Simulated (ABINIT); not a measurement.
# BiH3 (Pm-3m): zone-centre phonons, part 3 of 4

Which modes does BiH3 (Pm-3m) have at the zone centre?

ABINIT 10.8.3; DFT PBEsol, scalar-relativistic, plane waves, PseudoDojo norm-conserving pseudopotentials.

So far. Step 5 (Relaxation): The volume changes by -1.0 % in this run and stands -30.5 % from the first cell. Step 7 (Linear response at Γ): The acoustic modes at Γ come out as far as 1.0 cm⁻¹ from zero, where they should vanish, a small numerical error. The lowest optical mode is imaginary, 1490i cm⁻¹, an instability at this level and on this k mesh. The relaxed cell has a = 4.175 Å (conventional setting).

The structure was built from a prototype and need not be the compound's stable phase.

**8. Modes with the sum rule**

anaddb reads the merged derivatives and imposes the acoustic sum rule.

File anaddb.abi:

```
ddb_filepath "gamma_DDB"
output_file "anaddb.abo"
outdata_prefix "anaddb"
asr 1
chneut 1
enunit 2
eivec 1
nph1l 1
qph1l 0.0 0.0 0.0 1.0
```

File mrgddb.in:

```
gamma_DDB
merged
2
dfpt_gammao_DDB
gso_DDB
```

Run with:

```sh
mrgddb < mrgddb.in > mrgddb.log
OMP_NUM_THREADS=1 anaddb anaddb.abi > anaddb.log
```

anaddb.abo, the main output file:

```text
-outvars_anaddb: echo values of input variables ----------------------

 Miscellaneous information :
      enunit         2
       eivec         1
         asr         1
 First list of wavevector (reduced coord.) :
       nph1l         1
       qph1l
                     0.00000000E+00  0.00000000E+00  0.00000000E+00    1.000E+00

================================================================================

 read the DDB information and perform some checks

  ==== Info on the Cryst% object ====
 Real(R)+Recip(G) space primitive vectors, cartesian coordinates (Bohr,Bohr^-1):
 R(1)=  7.8895307  0.0000000  0.0000000  G(1)=  0.1267503  0.0000000  0.0000000
 R(2)=  0.0000000  7.8895307  0.0000000  G(2)=  0.0000000  0.1267503  0.0000000
 R(3)=  0.0000000  0.0000000  7.8895307  G(3)=  0.0000000  0.0000000  0.1267503
 Unit cell volume ucvol=  4.9108143E+02 bohr^3
 Angles (23,13,12)=  9.00000000E+01  9.00000000E+01  9.00000000E+01 degrees
 Time-reversal symmetry is present
 Reduced atomic positions [iatom, xred, symbol]:
    1)    0.0000000  0.0000000  0.0000000  Bi
    2)    0.5000000  0.0000000  0.0000000   H
    3)    0.0000000  0.5000000  0.0000000   H
    4)    0.0000000  0.0000000  0.5000000   H

 DDB file with 3 blocks has been read.

================================================================================

 Treat the first list of vectors

  Phonon wavevector (reduced coordinates) :  0.00000  0.00000  0.00000
 Phonon energies in Hartree :
  -6.787983E-03 -6.787983E-03 -6.787983E-03  0.000000E+00  0.000000E+00
   0.000000E+00  1.847961E-03  1.847961E-03  1.847961E-03  2.044420E-03
   2.044420E-03  2.044420E-03
 Phonon energies in meV     :
- -1.847104E+02 -1.847104E+02 -1.847104E+02  0.000000E+00  0.000000E+00
-  0.000000E+00  5.028559E+01  5.028559E+01  5.028559E+01  5.563152E+01
-  5.563152E+01  5.563152E+01
 Phonon frequencies in cm-1    :
- -1.489790E+03 -1.489790E+03 -1.489790E+03  0.000000E+00  0.000000E+00
-  0.000000E+00  4.055807E+02  4.055807E+02  4.055807E+02  4.486984E+02
-  4.486984E+02  4.486984E+02
 Phonon frequencies in Thz     :
- -4.466278E+01 -4.466278E+01 -4.466278E+01  0.000000E+00  0.000000E+00
-  0.000000E+00  1.215900E+01  1.215900E+01  1.215900E+01  1.345164E+01
-  1.345164E+01  1.345164E+01
 Phonon energies in Kelvin  :
- -2.143475E+03 -2.143475E+03 -2.143475E+03  0.000000E+00  0.000000E+00
-  0.000000E+00  5.835401E+02  5.835401E+02  5.835401E+02  6.455769E+02
-  6.455769E+02  6.455769E+02

 Eigendisplacements
 (will be given, for each mode : in cartesian coordinates
   for each atom the real part of the displacement vector,
   then the imaginary part of the displacement vector - absolute values smaller than 1.0d-7 are set to zero)
  Mode number    1   Energy   -6.787983E-03
 Attention : low frequency mode.
   (Could be unstable or acoustic mode)
-  1  1.10109746E-04  0.00000000E+00  0.00000000E+00
-     0.00000000E+00  0.00000000E+00  0.00000000E+00
-  2 -2.32732952E-02  0.00000000E+00  0.00000000E+00
-     0.00000000E+00  0.00000000E+00  0.00000000E+00
-  3  2.21892668E-04 -7.94441456E-07  0.00000000E+00
-     0.00000000E+00  0.00000000E+00  0.00000000E+00
-  4  2.21892668E-04  0.00000000E+00  0.00000000E+00
-     0.00000000E+00  0.00000000E+00  0.00000000E+00
  Mode number    2   Energy   -6.787983E-03
 Attention : low frequency mode.
   (Could be unstable or acoustic mode)
-  1  0.00000000E+00 -1.10109746E-04  0.00000000E+00
-     0.00000000E+00  0.00000000E+00  0.00000000E+00
-  2 -7.94441456E-07 -2.21892668E-04  0.00000000E+00
-     0.00000000E+00  0.00000000E+00  0.00000000E+00
-  3  0.00000000E+00  2.32732952E-02  0.00000000E+00
-     0.00000000E+00  0.00000000E+00  0.00000000E+00
-  4  0.00000000E+00 -2.21892668E-04  0.00000000E+00
-     0.00000000E+00  0.00000000E+00  0.00000000E+00
  Mode number    3   Energy   -6.787983E-03
 Attention : low frequency mode.
   (Could be unstable or acoustic mode)
-  1  0.00000000E+00  0.00000000E+00  1.10109746E-04
-     0.00000000E+00  0.00000000E+00  0.00000000E+00
-  2  0.00000000E+00  0.00000000E+00  2.21892668E-04
-     0.00000000E+00  0.00000000E+00  0.00000000E+00
-  3  0.00000000E+00  0.00000000E+00  2.21892668E-04
-     0.00000000E+00  0.00000000E+00  0.00000000E+00
-  4  0.00000000E+00  0.00000000E+00 -2.32732953E-02
-     0.00000000E+00  0.00000000E+00  0.00000000E+00
  Mode number    4   Energy    0.000000E+00
 Attention : low frequency mode.
   (Could be unstable or acoustic mode)
-  1  0.00000000E+00  0.00000000E+00  1.60859875E-03
-     0.00000000E+00  0.00000000E+00  0.00000000E+00
-  2  0.00000000E+00  0.00000000E+00  1.60859876E-03
-     0.00000000E+00  0.00000000E+00  0.00000000E+00
-  3  0.00000000E+00  0.00000000E+00  1.60859876E-03
-     0.00000000E+00  0.00000000E+00  0.00000000E+00
-  4  0.00000000E+00  0.00000000E+00  1.60859870E-03
-     0.00000000E+00  0.00000000E+00  0.00000000E+00
  Mode number    5   Energy    0.000000E+00
 Attention : low frequency mode.
   (Could be unstable or acoustic mode)
-  1  2.46264121E-07 -1.60859873E-03  0.00000000E+00
-     0.00000000E+00  0.00000000E+00  0.00000000E+00
-  2  2.46264113E-07 -1.60859874E-03  0.00000000E+00
-     0.00000000E+00  0.00000000E+00  0.00000000E+00
-  3  2.46264122E-07 -1.60859868E-03  0.00000000E+00
-     0.00000000E+00  0.00000000E+00  0.00000000E+00
-  4  2.46264122E-07 -1.60859874E-03  0.00000000E+00
-     0.00000000E+00  0.00000000E+00  0.00000000E+00
  Mode number    6   Energy    0.000000E+00
 Attention : low frequency mode.
   (Could be unstable or acoustic mode)
-  1  1.60859873E-03  2.46264124E-07  0.00000000E+00
-     0.00000000E+00  0.00000000E+00  0.00000000E+00
-  2  1.60859868E-03  2.46264125E-07  0.00000000E+00
-     0.00000000E+00  0.00000000E+00  0.00000000E+00
-  3  1.60859874E-03  2.46264116E-07  0.00000000E+00
-     0.00000000E+00  0.00000000E+00  0.00000000E+00
-  4  1.60859874E-03  2.46264125E-07  0.00000000E+00
-     0.00000000E+00  0.00000000E+00  0.00000000E+00
  Mode number    7   Energy    1.847961E-03
-  1  0.00000000E+00  0.00000000E+00  0.00000000E+00
-     0.00000000E+00  0.00000000E+00  0.00000000E+00
-  2  0.00000000E+00  4.92083226E-07 -1.64963404E-02
-     0.00000000E+00  0.00000000E+00  0.00000000E+00
-  3 -4.60644164E-07  0.00000000E+00  1.64963404E-02
-     0.00000000E+00  0.00000000E+00  0.00000000E+00
-  4  4.60644164E-07 -4.92083225E-07  0.00000000E+00
-     0.00000000E+00  0.00000000E+00  0.00000000E+00
  Mode number    8   Energy    1.847961E-03
-  1  0.00000000E+00  0.00000000E+00  0.00000000E+00
-     0.00000000E+00  0.00000000E+00  0.00000000E+00
-  2  0.00000000E+00  1.64963404E-02  4.92069690E-07
-     0.00000000E+00  0.00000000E+00  0.00000000E+00
-  3  4.84714635E-07  0.00000000E+00 -4.92069690E-07
-     0.00000000E+00  0.00000000E+00  0.00000000E+00
-  4 -4.84714635E-07 -1.64963404E-02  0.00000000E+00
-     0.00000000E+00  0.00000000E+00  0.00000000E+00
  Mode number    9   Energy    1.847961E-03
-  1  0.00000000E+00  0.00000000E+00  0.00000000E+00
-     0.00000000E+00  0.00000000E+00  0.00000000E+00
-  2  0.00000000E+00  4.84700894E-07  4.60658622E-07
-     0.00000000E+00  0.00000000E+00  0.00000000E+00
-  3 -1.64963404E-02  0.00000000E+00 -4.60658622E-07
-     0.00000000E+00  0.00000000E+00  0.00000000E+00
-  4  1.64963404E-02 -4.84700895E-07  0.00000000E+00
-     0.00000000E+00  0.00000000E+00  0.00000000E+00
  Mode number   10   Energy    2.044420E-03
-  1  0.00000000E+00  0.00000000E+00 -1.59112256E-04
-     0.00000000E+00  0.00000000E+00  0.00000000E+00
-  2  0.00000000E+00  3.14748376E-07  1.64162243E-02
-     0.00000000E+00  0.00000000E+00  0.00000000E+00
-  3 -5.91234526E-07  0.00000000E+00  1.64162243E-02
-     0.00000000E+00  0.00000000E+00  0.00000000E+00
-  4 -5.91234526E-07  3.14748376E-07  1.56953490E-04
-     0.00000000E+00  0.00000000E+00  0.00000000E+00
  Mode number   11   Energy    2.044420E-03
-  1  0.00000000E+00  1.59112256E-04  0.00000000E+00
-     0.00000000E+00  0.00000000E+00  0.00000000E+00
-  2  0.00000000E+00 -1.64162243E-02  3.14727958E-07
-     0.00000000E+00  0.00000000E+00  0.00000000E+00
-  3 -5.66925392E-07 -1.56953490E-04  3.14727958E-07
-     0.00000000E+00  0.00000000E+00  0.00000000E+00
-  4 -5.66925392E-07 -1.64162243E-02  0.00000000E+00
-     0.00000000E+00  0.00000000E+00  0.00000000E+00
  Mode number   12   Energy    2.044420E-03
-  1  1.59112256E-04  0.00000000E+00  0.00000000E+00
-     0.00000000E+00  0.00000000E+00  0.00000000E+00
-  2 -1.56953490E-04  5.66914057E-07 -5.91245396E-07
-     0.00000000E+00  0.00000000E+00  0.00000000E+00
-  3 -1.64162243E-02  0.00000000E+00 -5.91245396E-07
-     0.00000000E+00  0.00000000E+00  0.00000000E+00
-  4 -1.64162243E-02  5.66914056E-07  0.00000000E+00
-     0.00000000E+00  0.00000000E+00  0.00000000E+00

 Analysis of degeneracies and characters (maximum tolerance=1.00E-06 a.u.)
 For each vibration mode, or group of modes if degenerate,
 the characters are given for each symmetry operation (see the list in the log file).
 Symmetry characters of vibration mode #   1
       degenerate with vibration modes #   2 to    3
  3.0 -3.0 -1.0  1.0 -1.0  1.0 -1.0  1.0  1.0 -1.0 -1.0  1.0  1.0 -1.0 -1.0  1.0
  0.0 -0.0  0.0 -0.0 -0.0  0.0 -0.0  0.0  1.0 -1.0 -1.0  1.0 -1.0  1.0  1.0 -1.0
  0.0 -0.0 -0.0  0.0 -0.0  0.0  0.0 -0.0  1.0 -1.0  1.0 -1.0 -1.0  1.0 -1.0  1.0
 Symmetry characters of vibration mode #   4
       degenerate with vibration modes #   5 to    6
  3.0 -3.0 -1.0  1.0 -1.0  1.0 -1.0  1.0  1.0 -1.0 -1.0  1.0  1.0 -1.0 -1.0  1.0
 -0.0  0.0 -0.0  0.0  0.0 -0.0  0.0 -0.0  1.0 -1.0 -1.0  1.0 -1.0  1.0  1.0 -1.0
 -0.0  0.0  0.0 -0.0  0.0 -0.0 -0.0  0.0  1.0 -1.0  1.0 -1.0 -1.0  1.0 -1.0  1.0
 Symmetry characters of vibration mode #   7
       degenerate with vibration modes #   8 to    9
  3.0 -3.0 -1.0  1.0 -1.0  1.0 -1.0  1.0 -1.0  1.0  1.0 -1.0 -1.0  1.0  1.0 -1.0
 -0.0  0.0  0.0 -0.0  0.0 -0.0 -0.0  0.0 -1.0  1.0  1.0 -1.0  1.0 -1.0 -1.0  1.0
 -0.0  0.0  0.0 -0.0 -0.0  0.0  0.0 -0.0 -1.0  1.0 -1.0  1.0  1.0 -1.0  1.0 -1.0
 Symmetry characters of vibration mode #  10
       degenerate with vibration modes #  11 to   12
  3.0 -3.0 -1.0  1.0 -1.0  1.0 -1.0  1.0  1.0 -1.0 -1.0  1.0  1.0 -1.0 -1.0  1.0
 -0.0  0.0 -0.0  0.0  0.0 -0.0  0.0 -0.0  1.0 -1.0 -1.0  1.0 -1.0  1.0  1.0 -1.0
 -0.0  0.0  0.0 -0.0  0.0 -0.0 -0.0  0.0  1.0 -1.0  1.0 -1.0 -1.0  1.0 -1.0  1.0
-
```

Wall time 0.78 s (1 thread of Intel Xeon at 2.70GHz, shared host).

No LO-TO term; unit eigenvectors of the mass-weighted matrix, from anaddb's displacements. The modes at Γ (shares of kinetic energy by element, %) (negative means imaginary):

| mode | frequency (cm⁻¹) | symmetry | Bi % | H % |
| --- | --- | --- | --- | --- |
| 1 | -1489.8 | T1u | 0 | 100 |
| 2 | -1489.8 | T1u | 0 | 100 |
| 3 | -1489.8 | T1u | 0 | 100 |
| 4 | 0.0 | acoustic | 99 | 1 |
| 5 | 0.0 | acoustic | 99 | 1 |
| 6 | 0.0 | acoustic | 99 | 1 |
| 7 | 405.6 | T2u | 0 | 100 |
| 8 | 405.6 | T2u | 0 | 100 |
| 9 | 405.6 | T2u | 0 | 100 |
| 10 | 448.7 | T1u | 1 | 99 |
| 11 | 448.7 | T1u | 1 | 99 |
| 12 | 448.7 | T1u | 1 | 99 |

Displacements in mode 3 (-1489.8 cm⁻¹), the largest set to 1:
```
Bi1  0.00  0.00  0.00
H2   0.00  0.00  0.01
H3   0.00  0.00  0.01
H4   0.00  0.00 -1.00
```

Displacements in mode 10 (448.7 cm⁻¹), the largest set to 1:
```
Bi1  0.00  0.00 -0.01
H2   0.00  0.00  1.00
H3   0.00  0.00  1.00
H4   0.00  0.00  0.01
```

The rule moves no optical mode by more than 0.1 cm⁻¹.

(Continued in part 4 of 4.)

[Host names and launcher messages were left out of these logs when they were recorded.]

[Logs are printed without paths, hosts, clocks, repeated set-up lines and the standing remarks that a program may print on its own settings, such as how far it seeks lower states.]

[Hosts, paths, dates, database ids (printed as entryN), source tags and the programs' standing remarks are cut or masked in the printed files.]
